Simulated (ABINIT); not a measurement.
## Quasiparticle gap of SnO2 (Cassiterite) in ABINIT

Wanted: ground state, empty states, screening and self-energy for SnO2 (Cassiterite).

Program: ABINIT 10.8.3. Level of theory: PBE and many-body steps on it, plane waves. Results are calculated unless marked as measured.

**The experiments to reproduce.**

- Gap 3.6 eV: experimental gap quoted from earlier work; bulk crystal (quoted in “Study on the Photocatalytic Properties of Flower-Shaped SnO2”, 2022, pmc:9565917).

**1. Starting point**

It takes space group P4_2/mnm (No. 136, tetragonal). Conventional cell: a = 4.738 Å, b = 4.738 Å, c = 3.187 Å, α = 90.00°, β = 90.00°, γ = 90.00°. Sn has 6 O at 2.05 to 2.06 Å nearest. Nearest to O lie 3 Sn at 2.05 to 2.06 Å. Farther neighbours and most contacts between anions are not listed.

The cell and positions come from the Crystallography Open Database and are kept as given unless a step says otherwise.

**2. Ground state**

This step: ABINIT 10.8.3; DFT, PBE with spin-orbit coupling, plane waves, norm-conserving pseudopotentials.

The ground-state density comes first.

Input file run.abi:

```
acell 3*1.0 Angstrom
rprim 
  4.738000000000 0.000000000000 0.000000000000
  0.000000000000 4.738000000000 0.000000000000
  0.000000000000 0.000000000000 3.186500000000
ntypat 2
znucl 50 8
natom 6
typat 1 1 2 2 2 2
xred 
  0.000000000000 0.000000000000 0.000000000000
  0.500000000000 0.500000000000 0.500000000000
  0.307100000000 0.307100000000 0.000000000000
  0.192900000000 0.807100000000 0.500000000000
  0.692900000000 0.692900000000 0.000000000000
  0.807100000000 0.192900000000 0.500000000000
pp_dirpath "pseudos"
pseudos "Sn.upf, O.upf"
ecut 42
nspinor 2
ngkpt 4 4 6
nshiftk 1
shiftk 0 0 0
kptopt 1
chksymbreak 0
nband 82
occopt 1
tolvrs 1e-10
nstep 60
prtwf 0
optforces 0
optstress 0
indata_prefix "in"
outdata_prefix "out"
tmpdata_prefix "tmp"
```

On the command line:

```
$ OMP_NUM_THREADS=1 mpirun -n 8 abinit run.abi > log
```

Numbers of over 12 decimals in the logs are rounded to 6 here.

Output:

```text
.Version 10.8.3 of ABINIT. v10.8.2 released Aug 2026.

 Symmetries : space group P4_2/m n m (#136); Bravais tP (primitive tetrag.)
================================================================================
 Values of the parameters that define the memory need of the present run
     intxc =       0    ionmov =       0      iscf =       7    lmnmax =      17
     lnmax =      17     mgfft =      54  mpssoang =       5    mqgrid =    3001
     natom =       6  nloc_mem =       1    nspden =       1   nspinor =       2
    nsppol =       1      nsym =      16    n1xccc =    2501    ntypat =       2
    occopt =       1   xclevel =       2
-    mband =          82        mffmem =           1         mkmem =           3
       mpw =        6312          nfft =      104976          nkpt =          24
================================================================================
  Rough estimation (10% accuracy) of disk space for files :
================================================================================

--------------------------------------------------------------------------------
------------- Echo of variables that govern the present computation ------------
--------------------------------------------------------------------------------
 -outvars: echo values of preprocessed input variables --------
            acell      1.8897261259E+00  1.8897261259E+00  1.8897261259E+00 Bohr

      chksymbreak           0
             ecut      4.20000000E+01 Hartree
-          fftalg         312

              ixc     -101130
              kpt      0.00000000E+00  0.00000000E+00  0.00000000E+00
                       2.50000000E-01  0.00000000E+00  0.00000000E+00
                       5.00000000E-01  0.00000000E+00  0.00000000E+00
                       2.50000000E-01  2.50000000E-01  0.00000000E+00
                       5.00000000E-01  2.50000000E-01  0.00000000E+00
                       5.00000000E-01  5.00000000E-01  0.00000000E+00
                       0.00000000E+00  0.00000000E+00  1.66666667E-01
                       2.50000000E-01  0.00000000E+00  1.66666667E-01
                       5.00000000E-01  0.00000000E+00  1.66666667E-01
   [... 13 further rows ...]
                       5.00000000E-01  2.50000000E-01  5.00000000E-01
                       5.00000000E-01  5.00000000E-01  5.00000000E-01
         kptrlatt        4    0    0      0    4    0      0    0    6
          kptrlen      3.58140895E+01
P           mkmem           3
            natom           6
            nband          82
            ngfft          54      54      36
             nkpt          24
          nspinor           2
            nstep          60
             nsym          16
           ntypat           2
              occ      1.000000  1.000000  1.000000  1.000000  1.000000  1.000000
                       1.000000  1.000000  1.000000  1.000000  1.000000  1.000000
                       1.000000  1.000000  1.000000  1.000000  1.000000  1.000000
                       1.000000  1.000000  1.000000  1.000000  1.000000  1.000000
                       1.000000  1.000000  1.000000  1.000000  1.000000  1.000000
                       1.000000  1.000000  1.000000  1.000000  1.000000  1.000000
                       1.000000  1.000000  1.000000  1.000000  1.000000  1.000000
                       1.000000  1.000000  1.000000  1.000000  1.000000  1.000000
                       1.000000  1.000000  1.000000  1.000000  1.000000  1.000000
                       1.000000  1.000000  1.000000  1.000000  1.000000  1.000000
                       1.000000  1.000000  1.000000  1.000000  1.000000  1.000000
                       1.000000  1.000000  0.000000  0.000000  0.000000  0.000000
                       0.000000  0.000000  0.000000  0.000000  0.000000  0.000000
                       0.000000  0.000000  0.000000  0.000000
        optforces           0
        optstress           0
            prtwf           0
            rprim      4.7380000000E+00  0.0000000000E+00  0.0000000000E+00
[...]
spgroup         136

           tolvrs      1.00000000E-10

             xred      0.0000000000E+00  0.0000000000E+00  0.0000000000E+00
[...]
znucl       50.00000    8.00000

================================================================================

 chkinp: Checking input parameters for consistency.

================================================================================
== DATASET  1 ==================================================================
-   mpi_nproc: 8, omp_nthreads: 1 (-1 if OMP is not activated)

--- !DatasetInfo
iteration_state: {dtset: 1, }
dimensions: {natom: 6, nkpt: 24, mband: 82, nsppol: 1, nspinor: 2, nspden: 1, mpw: 6312, }
cutoff_energies: {ecut:  42.0, pawecutdg:  -1.0, }
electrons: {nelect:   6.80000000E+01, charge:   0.00000000E+00, occopt:   1.00000000E+00, tsmear:   1.00000000E-02, }

 Real(R)+Recip(G) space primitive vectors, cartesian coordinates (Bohr,Bohr^-1):
 R(1)=  8.9535224  0.0000000  0.0000000  G(1)=  0.1116879  0.0000000  0.0000000
 R(2)=  0.0000000  8.9535224  0.0000000  G(2)=  0.0000000  0.1116879  0.0000000
 R(3)=  0.0000000  0.0000000  6.0216123  G(3)=  0.0000000  0.0000000  0.1660685
 Unit cell volume ucvol=  4.8272594E+02 bohr^3
[...]
12 -101130 2 -1 936                           pspcod,pspxc,lmax,lloc,mmax
     nproj     2     2     2     0
     spin-orbit psp
        nprojso     2     2     0
  pspatm : epsatm=    6.17039871
         --- l  ekb(1:nproj) -->
[...]
spin-orbit 1    0.007283    0.002190
  spin-orbit 2   -0.000439    0.000281
 pspatm: atomic psp has been read  and splines computed

   5.39432715E+03                                ecore*ucvol(ha*bohr**3)
--------------------------------------------------------------------------------

_setup2: Arith. and geom. avg. npw (full set) are    6276.344    6276.333

================================================================================

--- !BeginCycle
iteration_state: {dtset: 1, }
solver: {iscf: 7, nstep: 60, nline: 4, wfoptalg: 0, }
tolerances: {tolvrs: 1.00E-10, }

     iter   Etot(hartree)      deltaE(h)  residm     vres2
 ETOT  1  -508.42668927488    -5.084E+02 2.173E-01 1.210E+03
 ETOT  2  -508.88562651619    -4.589E-01 1.618E-02 1.189E+03
 ETOT  3  -509.32124451073    -4.356E-01 1.388E-02 1.501E+01
 ETOT  4  -509.32518781179    -3.943E-03 5.451E-03 1.138E+00
 ETOT  5  -509.32559968282    -4.119E-04 2.321E-03 8.314E-02
 ETOT  6  -509.32561754894    -1.787E-05 1.763E-03 3.095E-03
 ETOT  7  -509.32561782560    -2.767E-07 7.387E-04 2.394E-05
 ETOT  8  -509.32561782789    -2.296E-09 1.068E-03 3.955E-07
 ETOT  9  -509.32561782791    -1.614E-11 9.079E-04 3.571E-08
 ETOT 10  -509.32561782794    -2.575E-11 9.593E-04 2.688E-10
 ETOT 11  -509.32561782793     4.434E-12 5.780E-04 1.154E-11

 At SCF step   11       vres2   =  1.15E-11 < tolvrs=  1.00E-10 =>converged.

--- !ResultsGS
iteration_state: {dtset: 1, }
comment   : Summary of ground state results
lattice_vectors:
- [  8.9535224,   0.0000000,   0.0000000, ]
- [  0.0000000,   8.9535224,   0.0000000, ]
- [  0.0000000,   0.0000000,   6.0216123, ]
lattice_lengths: [   8.95352,    8.95352,    6.02161, ]
lattice_angles: [ 90.000,  90.000,  90.000, ] # degrees, (23, 13, 12)
lattice_volume:   4.8272594E+02
convergence: {deltae:  4.434E-12, res2:  1.154E-11, residm:  5.780E-04, diffor:  0.000E+00, }
etotal    :  -5.09325618E+02
entropy   :   0.00000000E+00
fermie    :   2.49134059E-01
cartesian_stress_tensor: null
pressure_GPa: null
xred      :
- [  0.0000E+00,   0.0000E+00,   0.0000E+00, Sn]
- [  5.0000E-01,   5.0000E-01,   5.0000E-01, Sn]
- [  3.0710E-01,   3.0710E-01,   0.0000E+00,  O]
- [  1.9290E-01,   8.0710E-01,   5.0000E-01,  O]
- [  6.9290E-01,   6.9290E-01,   0.0000E+00,  O]
- [  8.0710E-01,   1.9290E-01,   5.0000E-01,  O]
cartesian_forces: null
force_length_stats: {min: null, max: null, mean: null, }

 Integrated electronic density in atomic spheres:
 ------------------------------------------------
 Atom  Sphere_radius  Integrated_density
[...]
================================================================================

 ----iterations are completed or convergence reached----

 Mean square residual over all n,k,spin=   10.916E-07; max=  57.799E-05
 reduced coordinates (array xred) for    6 atoms
[...]
0.500000000000      0.500000000000      0.500000000000
       0.307100000000      0.307100000000      0.000000000000
       0.192900000000      0.807100000000      0.500000000000
       0.692900000000      0.692900000000      0.000000000000
       0.807100000000      0.192900000000      0.500000000000
 rms dE/dt=  0.0000E+00; max dE/dt=  0.0000E+00; dE/dt below (all hartree)
    1       0.000000000000      0.000000000000      0.000000000000
    2       0.000000000000      0.000000000000      0.000000000000
    3       0.000000000000      0.000000000000      0.000000000000
    4       0.000000000000      0.000000000000      0.000000000000
    5       0.000000000000      0.000000000000      0.000000000000
    6       0.000000000000      0.000000000000      0.000000000000

 cartesian coordinates (angstrom) at end:
    1      0.000000     0.000000     0.000000
    2      2.369000     2.369000     1.593250
    3      1.455040     1.455040     0.000000
    4      0.913960     3.824040     1.593250
    5      3.282960     3.282960     0.000000
    6      3.824040     0.913960     1.593250
 length scales=  1.889726125908  1.889726125908  1.889726125908 bohr
              =  1.000000000000  1.000000000000  1.000000000000 angstroms
 prteigrs : about to open file out_EIG
 Fermi (or HOMO) energy (hartree) =   0.24913   Average Vxc (hartree)=  -0.42437
 Eigenvalues (hartree) for nkpt=  24  k points:
 kpt#   1, nband= 82, wtk=  0.01042, kpt=  0.0000  0.0000  0.0000 (reduced coord)
  -4.44709   -4.44709   -4.44708   -4.44708   -3.01642   -3.01642   -3.01641   -3.01641
  -2.73938   -2.73938   -2.73936   -2.73936   -2.73825   -2.73825   -2.73824   -2.73824
  -0.53336   -0.53336   -0.51435   -0.51435   -0.50980   -0.50980   -0.50744   -0.50744
  -0.48320   -0.48320   -0.48050   -0.48050   -0.47446   -0.47446   -0.47039   -0.47039
  -0.46759   -0.46759   -0.46736   -0.46736   -0.44460   -0.44460   -0.37839   -0.37839
  -0.37704   -0.37704   -0.31187   -0.31187   -0.04814   -0.04814    0.09811    0.09811
   0.10144    0.10144    0.10364    0.10364    0.13543    0.13543    0.17392    0.17392
   0.17739    0.17739    0.20317    0.20317    0.20378    0.20378    0.22058    0.22058
   0.22152    0.22152    0.24913    0.24913    0.29665    0.29665    0.47523    0.47523
   0.47941    0.47941    0.48688    0.48688    0.63533    0.63533    0.63657    0.63657
   0.69169    0.69988
 prteigrs : prtvol=0 or 1, do not print more k-points.

--- !EnergyTerms
iteration_state     : {dtset: 1, }
comment             : Components of total free energy in Hartree
kinetic             :  2.00379584368347E+02
hartree             :  1.58806712915864E+02
xc                  : -7.10993587554238E+01
Ewald energy        : -2.98339747503783E+02
psp_core            :  1.11747198552517E+01
local_psp           : -4.86956065471101E+02
non_local_psp       : -2.32914632370875E+01
total_energy        : -5.09325617827932E+02
total_energy_eV     : -1.38594561116888E+04
band_energy         : -6.12525472061449E+01

== END DATASET(S) ==============================================================
================================================================================

 -outvars: echo values of variables after computation  --------
           etotal     -5.0932561783E+02
            nband          82
             nkpt          24
          spgroup         136
 [... the other variables as echoed above ...]

 Calculation completed.
```

Run time: 3.2 min. Hardware: 8 MPI ranks of Arm Neoverse V2, shared host; peak memory 1.1 GiB; 26 min of CPU time.

Numbers from this step:

| Quantity | Value |
| --- | --- |
| total energy | -13859.4561 eV |
| gap | 1.293 eV |
| k of the valence top | 0, 0, 0 |
| k of the conduction bottom | 0, 0, 0 |
| least direct gap | 1.293 eV |

The gap is direct, at Γ.

(Continued in part 2 of 3.)

[Paths, hosts, dates, memory and timing lines, banners, echoed tables and standing remarks are left out of the program output.]

[Logs are printed without paths, hosts, clocks, repeated set-up lines and the standing remarks that a program may print on its own settings, such as how far it seeks lower states.]

[Runs of the session that timed out or met a known fault of the program may be left out.]

[No measured gap is set beside runs whose start may be inverted or whose files or cutoffs have a known fault.]

[Hosts, paths, dates, database ids (printed as entryN), source tags and the programs' standing remarks are cut or masked in the printed files.]

[G0W0 gaps are taken among the corrected bands and points alone; a level outside them can change the order at an edge.]

[Where Ansatz stands beside ABINIT at settings called matched, ABINIT's density can come from a denser mesh and the files from another edition; pairs whose starting gaps differed by over 0.03 eV were left out, so agreement reads better than it is.]
